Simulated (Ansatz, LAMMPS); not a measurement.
**Molecular dynamics of glassy 65SiO2-8Al2O3-28SrO (mol %) (115 atoms)**

Aim: follow glassy 65SiO2-8Al2O3-28SrO (mol %) (115 atoms) for a short time with forces from DFT, then look at structure and electrons in the last frame.

Main program and level: Ansatz 0.2.0; Kohn-Sham DFT, PBE, PAW (set soft_2), plane waves.

## (1) Starting point

The cell holds 115 atoms: 26 Si, 6 Al, 11 Sr and 72 O. Cell: a = 11.766 Å, b = 11.766 Å, c = 11.766 Å, α = 90.0°, β = 90.0°, γ = 90.0°. 115 atoms (26 Si, 6 Al, 11 Sr, 72 O) placed at random at 2.97 g/cm³, melted at 4000 K for 10 ps at fixed volume with the Morse and Coulomb pair potential with partial charges (Pedone, Malavasi, Menziani, Cormack and Segre, J. Phys. Chem. B 110, 11780 (2006)). Quenched from 4000 K to 300 K at 20 K/ps and fixed volume, held 10 ps at zero pressure.

What the set-up can't give: The quench rate of 20 K/ps far exceeds what a furnace or splat quench reaches, so expect more defects and frozen-in strain than in a real sample. The starting topology of bonds comes from the classical model. The Brillouin zone is sampled at Γ only, in a cell whose shortest periodic width is 12 Å.

## (2) Dynamics started at 300 K

A Langevin thermostat couples each atom to a heat bath, at the price of damped dynamics. The time step is 1.0 fs.

File input.yaml:

```yaml
crystal:
  lattice:
    - [11.76629, 0.0, 0.0]
    - [0.0, 11.76629, 0.0]
    - [0.0, 0.0, 11.76629]
  atoms:
    - { symbol: Si, position: [0.37651, 0.83976, 0.31842] }
    - { symbol: Si, position: [0.01188, 0.71958, 0.92316] }
    - { symbol: Si, position: [0.36412, 0.26615, 0.25908] }
    - { symbol: Si, position: [0.52111, 0.42807, 0.53276] }
    [... 105 atom lines left out ...]
    - { symbol: O, position: [0.31338, 0.91096, 0.97432] }
    - { symbol: O, position: [0.23483, 0.49346, 0.93053] }
    - { symbol: O, position: [0.3739, 0.111, 0.57094] }
    - { symbol: O, position: [0.69031, 0.64224, 0.76196] }
    - { symbol: O, position: [0.71063, 0.95667, 0.36282] }
    - { symbol: O, position: [0.40431, 0.5837, 0.24051] }
kpoints:
  mp_grid: { grid: [1, 1, 1] }
hamiltonian:
  xc: pbe
scf:
  occupations: { method: gaussian, width: 0.025 }
output:
  forces: true
md:
  timestep: 1.0
  n_steps: 130
  ensemble: nvt_langevin
  temperature: 300
  initial_velocities: maxwell_boltzmann
  seed: 6128
```

Command:

```
$ ansatz run input.yaml --threads 4 --pin off --max-ram 8192MiB --backend cpu --events-out ev --progress --plain --runs-dir out
```

The job ended after 43 min (4 threads of AMD EPYC 7R43, shared host; peak memory 2.4 GiB; 2.6 h of CPU time).

The program notes that it switched symmetry off.

Rows from the run:

| time (fs) | T (K) | potential (meV/atom) |
| --- | --- | --- |
| 0.0 | 297 | 0.0 |
| 9.0 | 492 | -29.1 |
| 17.0 | 477 | -29.8 |
| 26.0 | 439 | -27.5 |
| 35.0 | 356 | -18.4 |
| 43.0 | 411 | -29.5 |
| 52.0 | 453 | -36.1 |
| 61.0 | 411 | -30.8 |
| 69.0 | 388 | -30.7 |
| 78.0 | 423 | -36.3 |
| 87.0 | 441 | -41.5 |
| 95.0 | 412 | -41.2 |
| 104.0 | 352 | -36.8 |
| 113.0 | 417 | -46.0 |
| 121.0 | 375 | -45.5 |
| 130.0 | 383 | -46.2 |

Mean square displacement from the first frame to the last: Si 0.053 Å², Al 0.071 Å², Sr 0.094 Å², O 0.086 Å².

Mean square displacement against time lag:

| time lag (fs) | Al (Å²) | O (Å²) | Si (Å²) | Sr (Å²) |
| --- | --- | --- | --- | --- |
| 1.0 | 4.4e-5 | 6.2e-5 | 3.7e-5 | 1.2e-5 |
| 3.0 | 3.9e-4 | 5.6e-4 | 3.2e-4 | 1.1e-4 |
| 6.0 | 0.00155 | 0.00216 | 0.00125 | 4.4e-4 |
| 9.0 | 0.00336 | 0.00465 | 0.00266 | 9.9e-4 |
| 11.0 | 0.00489 | 0.00669 | 0.00379 | 0.00148 |
| 14.0 | 0.00754 | 0.0101 | 0.00562 | 0.00239 |
| 17.0 | 0.0105 | 0.0138 | 0.00747 | 0.00351 |
| 19.0 | 0.0125 | 0.0163 | 0.00865 | 0.00436 |
| 22.0 | 0.0155 | 0.0200 | 0.0103 | 0.00580 |
| 25.0 | 0.0184 | 0.0236 | 0.0117 | 0.00743 |
| 27.0 | 0.0201 | 0.0260 | 0.0125 | 0.00861 |
| 30.0 | 0.0226 | 0.0294 | 0.0136 | 0.0105 |
| 33.0 | 0.0248 | 0.0328 | 0.0146 | 0.0125 |
| 35.0 | 0.0261 | 0.0351 | 0.0152 | 0.0140 |
| 38.0 | 0.0278 | 0.0384 | 0.0162 | 0.0162 |
| 41.0 | 0.0292 | 0.0415 | 0.0172 | 0.0186 |
| 43.0 | 0.0300 | 0.0435 | 0.0180 | 0.0202 |
| 46.0 | 0.0311 | 0.0463 | 0.0191 | 0.0227 |
| 49.0 | 0.0321 | 0.0488 | 0.0203 | 0.0253 |
| 51.0 | 0.0326 | 0.0503 | 0.0212 | 0.0271 |
| 54.0 | 0.0334 | 0.0522 | 0.0223 | 0.0299 |
| 57.0 | 0.0342 | 0.0539 | 0.0235 | 0.0326 |
| 59.0 | 0.0346 | 0.0549 | 0.0241 | 0.0345 |
| 62.0 | 0.0353 | 0.0563 | 0.0251 | 0.0374 |
| 65.0 | 0.0361 | 0.0577 | 0.0261 | 0.0403 |

Over the second half of 130 fs the temperature averages 398 K with swings of 25 K r.m.s. From first frame to last Sr has the largest mean square displacement, 0.094 Å² at the end; the farthest move is 0.65 Å. The mean temperature of 398 K lies well off the 300 K of the input, so the thermostat hasn't yet brought the run to equilibrium. The count of bonds goes from 184 in the first frame to 187 in the last, by one set of cutoffs: 5 pairs passed out of them and 8 came within. The run spans 0.13 ps, too short for its means to be equilibrium values.

## (3) Distances and neighbours late in the run

The g(r) is a mean over the second half; what follows it is taken at the last frame.

Density 3.07 g/cm³, 14.17 Å³ an atom.

Mean of 15 frames. g(r), total and by pair (bins of 0.2 Å):

| r (Å) | total | O-O | O-Si | O-Sr | O-Al | Si-Si | Si-Sr |
| --- | --- | --- | --- | --- | --- | --- | --- |
| 1.50 | 0.52 | 0.00 | 1.84 | 0.00 | 0.00 | 0.00 | 0.00 |
| 1.70 | 3.63 | 0.00 | 11.38 | 0.00 | 6.29 | 0.00 | 0.00 |
| 1.90 | 0.33 | 0.00 | 0.06 | 0.00 | 4.88 | 0.00 | 0.00 |
| 2.10 | 0.00 | 0.00 | 0.00 | 0.00 | 0.00 | 0.00 | 0.00 |
| 2.30 | 0.16 | 0.00 | 0.00 | 1.28 | 0.05 | 0.00 | 0.00 |
| 2.50 | 0.92 | 1.28 | 0.00 | 3.33 | 0.29 | 0.00 | 0.00 |
| 2.70 | 1.83 | 4.08 | 0.02 | 1.62 | 0.33 | 0.05 | 0.00 |
| 2.90 | 0.80 | 1.46 | 0.10 | 0.85 | 0.00 | 1.34 | 0.00 |
| 3.10 | 0.88 | 0.90 | 0.27 | 0.86 | 0.24 | 3.27 | 1.01 |
| 3.30 | 0.84 | 0.69 | 0.58 | 0.90 | 0.62 | 1.71 | 1.73 |
| 3.50 | 0.91 | 0.75 | 1.03 | 0.68 | 0.96 | 0.00 | 2.92 |
| 3.70 | 1.16 | 0.84 | 1.73 | 0.79 | 1.29 | 0.11 | 2.00 |
| 3.90 | 1.05 | 0.65 | 1.58 | 0.76 | 1.29 | 0.78 | 2.19 |
| 4.10 | 1.14 | 0.67 | 1.69 | 0.84 | 1.69 | 1.29 | 1.16 |
| 4.30 | 1.06 | 0.66 | 1.61 | 0.91 | 1.54 | 1.42 | 0.59 |
| 4.50 | 1.00 | 0.83 | 1.05 | 1.21 | 1.50 | 1.29 | 0.73 |
| 4.70 | 1.00 | 1.06 | 0.81 | 1.25 | 1.01 | 1.02 | 0.42 |
| 4.90 | 1.06 | 1.46 | 0.58 | 1.41 | 0.80 | 0.94 | 0.52 |
| 5.10 | 1.10 | 1.56 | 0.65 | 1.16 | 0.56 | 1.15 | 0.89 |
| 5.30 | 1.03 | 1.36 | 0.81 | 0.98 | 0.52 | 0.78 | 0.60 |
| 5.50 | 0.93 | 1.02 | 0.80 | 0.82 | 1.01 | 0.96 | 1.02 |
| 5.70 | 0.97 | 0.91 | 1.07 | 0.74 | 1.02 | 1.52 | 0.84 |

Bonds by pair of elements; cutoffs follow the first minimum of g(r), held within bounds set by covalent radii, and pairs that aren't listed don't count as bonded:

| pair A-B | cutoff (Å) | bonds | mean length (Å) | spread (Å) | shortest (Å) | B about A | A about B |
| --- | --- | --- | --- | --- | --- | --- | --- |
| O-Si | 2.12 | 104 | 1.65 | 0.038 | 1.58 | 1.44 | 4 |
| O-Sr | 3.05 | 59 | 2.59 | 0.202 | 2.25 | 0.819 | 5.36 |
| O-Al | 2.19 | 24 | 1.77 | 0.05 | 1.68 | 0.333 | 4 |

How many atoms have how many bonded neighbours:

| element | mean | 2 | 3 | 4 | 5 | 6 |
| --- | --- | --- | --- | --- | --- | --- |
| Al | 4 | 0 | 0 | 6 | 0 | 0 |
| O | 2.60 | 37 | 27 | 8 | 0 | 0 |
| Si | 4 | 0 | 0 | 26 | 0 | 0 |
| Sr | 5.36 | 0 | 0 | 2 | 3 | 6 |

Bond angles (no mean is given where the spread exceeds 20°):

| angle | count | mean (°) | spread (°) |
| --- | --- | --- | --- |
| O-Si-O | 156 | 109 | 5.8 |
| O-Sr-O | 132 | - | - |
| Si-O-Sr | 65 | 114 | 18.4 |
| O-Al-O | 36 | 108 | 13.3 |
| Si-O-Si | 32 | 143 | 12.4 |

Oxygen atoms by the number of network formers (Si, P, Ge, B, Al, As, Ga) bound to them:

| network formers bound to O | O atoms | per cent |
| --- | --- | --- |
| 0 | 0 | 0 |
| 1 | 16 | 22.2 |
| 2 | 56 | 77.8 |

Network units: each former by its oxygen neighbours and how many of them bridge to another former:

| former | O neighbours | bridging O | atoms |
| --- | --- | --- | --- |
| Si | 4 | 2 | 3 |
| Si | 4 | 3 | 10 |
| Si | 4 | 4 | 13 |
| Al | 4 | 4 | 6 |

Bond length by coordination (bonds to H left out):

| element | coordination | atoms | mean bond length (Å) |
| --- | --- | --- | --- |
| O | 2 | 37 | 1.67 |
| O | 3 | 27 | 2.08 |
| O | 4 | 8 | 2.32 |
| Sr | 4 | 2 | 2.50 |
| Sr | 5 | 3 | 2.52 |
| Sr | 6 | 6 | 2.64 |

Rings of the network by King's shortest-path rule, up to 12 atoms, one path for each pair of neighbours; H, halogens, alkali and alkaline-earth atoms are left out, and the last column divides by all other atoms, bonded or not:

| ring size (atoms) | rings | per network atom |
| --- | --- | --- |
| 8 | 4 | 0.038 |
| 10 | 8 | 0.077 |
| 12 | 9 | 0.087 |

First main peaks of g(r), for some of the pairs, lie near 2.7 Å (O-O), 1.6 Å (O-Si), 2.5 Å (O-Sr), 1.8 Å (O-Al), 3.1 Å (Si-Si) and 3.6 Å (Si-Sr). Counting bonds as in the table, all Al atoms have 4, 51 % of O atoms have 2, all Si atoms have 4 and 55 % of Sr atoms have 6 bonded neighbours. The O-Si-O angle averages 109° with a spread of 6°. 78 % of the oxygens bridge two formers (Si and Al) and 22 % are non-bridging. The commonest Si unit has 4 oxygens, 4 of them shared with other formers (13 of 26 atoms). Rings of 12 atoms are the most common (43 % of those counted); sizes run from 8 to 12, where the search stops.

## (4) Single point at the last frame

The last frame is solved again with fuller output, to read the electronic structure of a thermally displaced geometry.

File input.yaml:

```yaml
crystal:
  lattice:
    - [11.76629, 0.0, 0.0]
    - [0.0, 11.76629, 0.0]
    - [0.0, 0.0, 11.76629]
  atoms:
    - { symbol: Si, position: [0.38317, 0.84745, 0.31777] }
    - { symbol: Si, position: [0.01652, 0.71361, 0.91653] }
    - { symbol: Si, position: [0.3737, 0.25184, 0.25096] }
    - { symbol: Si, position: [0.54259, 0.44417, 0.54969] }
    [... 105 atom lines left out ...]
    - { symbol: O, position: [0.32332, 0.88463, 0.9634] }
    - { symbol: O, position: [0.24645, 0.49309, 0.94259] }
    - { symbol: O, position: [0.38883, 0.10662, 0.55254] }
    - { symbol: O, position: [0.67768, 0.65783, 0.77759] }
    - { symbol: O, position: [0.72644, 0.99235, 0.37029] }
    - { symbol: O, position: [0.4028, 0.56462, 0.24299] }
kpoints:
  mp_grid: { grid: [1, 1, 1] }
hamiltonian:
  xc: pbe
scf:
  occupations: { method: gaussian, width: 0.025 }
output:
  forces: true
  stress: true
  populations: true
  dos:
    method: { smearing: { sigma: 0.15 } }
    de: 0.1
    projected: { site_lists: { Al: [Al], O: [O], Si: [Si], Sr: [Sr] } }
  eigenvalues: true
  write_density: true
  write_potential: true
  volumetric_format: npy
```

Wall time 52 s (4 threads); peak memory 2.3 GiB; 3.2 min of CPU time.

Read from the output:

* free energy: -99739.9507 eV
* free energy per atom: -867.3039 eV/atom
* SCF cycles: 9
* pressure: -0.2758 GPa
* r.m.s. force component: 0.7728 eV/Å
* longest force: 3.362 eV/Å
* Fermi energy: 6.318 eV
* gap (highest filled to lowest empty level): 3.322 eV
* spilling of the projection: 0.01302

Neighbours are counted within 2.12 Å (O-Si), 3.05 Å (O-Sr), 2.19 Å (O-Al), the cutoffs taken from the dynamics.

Length of the force by element and coordination:

| element | coordination | atoms | mean length of the force (eV/Å) | spread | least | most |
| --- | --- | --- | --- | --- | --- | --- |
| Al | all | 6 | 1.49 | 0.391 | 0.782 | 2.12 |
| O | all | 72 | 0.975 | 0.489 | 0.203 | 2.49 |
| O | 2 | 37 | 0.995 | 0.472 | 0.244 | 2.03 |
| O | 3 | 27 | 0.907 | 0.546 | 0.203 | 2.49 |
| O | 4 | 8 | 1.11 | 0.288 | 0.617 | 1.52 |
| Si | all | 26 | 1.85 | 0.606 | 0.917 | 3.36 |
| Sr | all | 11 | 0.761 | 0.299 | 0.215 | 1.19 |
| Sr | 4 | 2 | 0.575 | 0.0425 | 0.532 | 0.617 |
| Sr | 5 | 3 | 0.877 | 0.129 | 0.705 | 1.01 |
| Sr | 6 | 6 | 0.765 | 0.369 | 0.215 | 1.19 |

Löwdin charges by element and coordination (they lack the spilled electrons, 0.075 e an atom on average):

| element | coordination | atoms | mean charge (e) | spread | least | most |
| --- | --- | --- | --- | --- | --- | --- |
| Al | all | 6 | 1.31 | 0.0357 | 1.26 | 1.38 |
| O | all | 72 | -0.873 | 0.0915 | -1.06 | -0.758 |
| O | 2 | 37 | -0.806 | 0.0389 | -0.966 | -0.758 |
| O | 3 | 27 | -0.930 | 0.0711 | -1.04 | -0.828 |
| O | 4 | 8 | -0.984 | 0.0849 | -1.06 | -0.817 |
| Si | all | 26 | 1.68 | 0.0569 | 1.59 | 1.77 |
| Sr | all | 11 | 1.81 | 0.0148 | 1.78 | 1.83 |
| Sr | 4 | 2 | 1.79 | 0.0106 | 1.78 | 1.80 |
| Sr | 5 | 3 | 1.81 | 0.0186 | 1.78 | 1.82 |
| Sr | 6 | 6 | 1.81 | 0.0099 | 1.80 | 1.83 |

States in the cell by windows of 1 eV, zero at the Fermi level; the larger projections on atomic orbitals stand beside the total:

| from (eV) | to (eV) | total | O p | Si p |
| --- | --- | --- | --- | --- |
| -14 | -12 | 0.0 | 0.0 | 0.0 |
| -12 | -11 | 6.5 | 4.3 | 0.3 |
| -11 | -10 | 15.1 | 10.1 | 1.0 |
| -10 | -9 | 15.2 | 10.6 | 1.4 |
| -9 | -8 | 28.3 | 21.0 | 3.9 |
| -8 | -7 | 32.4 | 24.8 | 4.7 |
| -7 | -6 | 42.3 | 33.6 | 4.5 |
| -6 | -5 | 71.4 | 61.3 | 4.1 |
| -5 | -4 | 82.7 | 75.8 | 2.3 |
| -4 | -3 | 90.1 | 84.9 | 1.5 |
| -3 | -2 | 40.7 | 39.0 | 0.5 |
| -2 | -1 | 7.2 | 6.8 | 0.2 |
| -1 | 1 | 0.0 | 0.0 | 0.0 |
| 1 | 2 | 2.0 | 0.0 | 0.0 |
| 2 | 3 | 5.3 | 0.4 | 0.3 |
| 3 | 4 | 23.1 | 1.8 | 2.6 |
| 4 | 5 | 45.1 | 3.0 | 6.5 |

Between -26 and -14 eV lie 210 more states.

The levels nearest the highest filled one (over half full), pooled over k-points and spins:

| level less the highest filled one (eV) | occupation |
| --- | --- |
| -0.491 | 2 |
| -0.472 | 2 |
| -0.285 | 2 |
| -0.147 | 2 |
| -0.0601 | 2 |
| 0 | 2 |
| 3.32 | 0 |
| 4.40 | 0 |
| 4.58 | 0 |
| 4.67 | 0 |
| 4.78 | 0 |
| 4.92 | 0 |

Mean Löwdin charges: Al +1.31, O -0.87, Si +1.68, Sr +1.81 e (they miss 1.3 % of the electrons, so they add up to more than the cell's charge).

## (5) What came out

| Item | Value |
| --- | --- |
| mean temperature, second half | 398.2 K |
| temperature swing, second half | 25.39 K |
| free energy per atom | -867.3039 eV/atom |
| pressure | -0.2758 GPa |
| r.m.s. force component | 0.7728 eV/Å |
| gap (highest filled to lowest empty level) | 3.322 eV |
| wall time of the 2 DFT runs | 44 min |

Over the second half of 130 fs the temperature averages 398 K with swings of 25 K r.m.s. The mean temperature of 398 K lies well off the 300 K of the input, so the thermostat hasn't yet brought the run to equilibrium. The count of bonds goes from 184 in the first frame to 187 in the last, by one set of cutoffs: 5 pairs passed out of them and 8 came within. The run spans 0.13 ps, too short for its means to be equilibrium values. Counting bonds as in the table, all Al atoms have 4, 51 % of O atoms have 2, all Si atoms have 4 and 55 % of Sr atoms have 6 bonded neighbours. 78 % of the oxygens bridge two formers (Si and Al) and 22 % are non-bridging.

The highest filled and lowest empty levels differ by 3.32 eV (at Γ alone); a semilocal functional tends to put such gaps too low. In a disordered cell it changes from sample to sample, and tail or defect levels can set it.

**Limits.** The network of bonds at the start is that of the classical potential that made the cell; in DFT 5 of its 184 bonded pairs passed out of the cutoffs and 8 came within them. The stress is far from hydrostatic: its diagonal is 1.2, -1.9, -0.1 GPa, compression counted positive. The pressure of a single frame lacks the kinetic term, about 0.39 GPa here.

[Logs are printed without paths, hosts, clocks, repeated set-up lines and the standing remarks that a program may print on its own settings, such as how far it seeks lower states.]

[Hosts, paths, dates, database ids (printed as entryN), source tags and the programs' standing remarks are cut or masked in the printed files.]
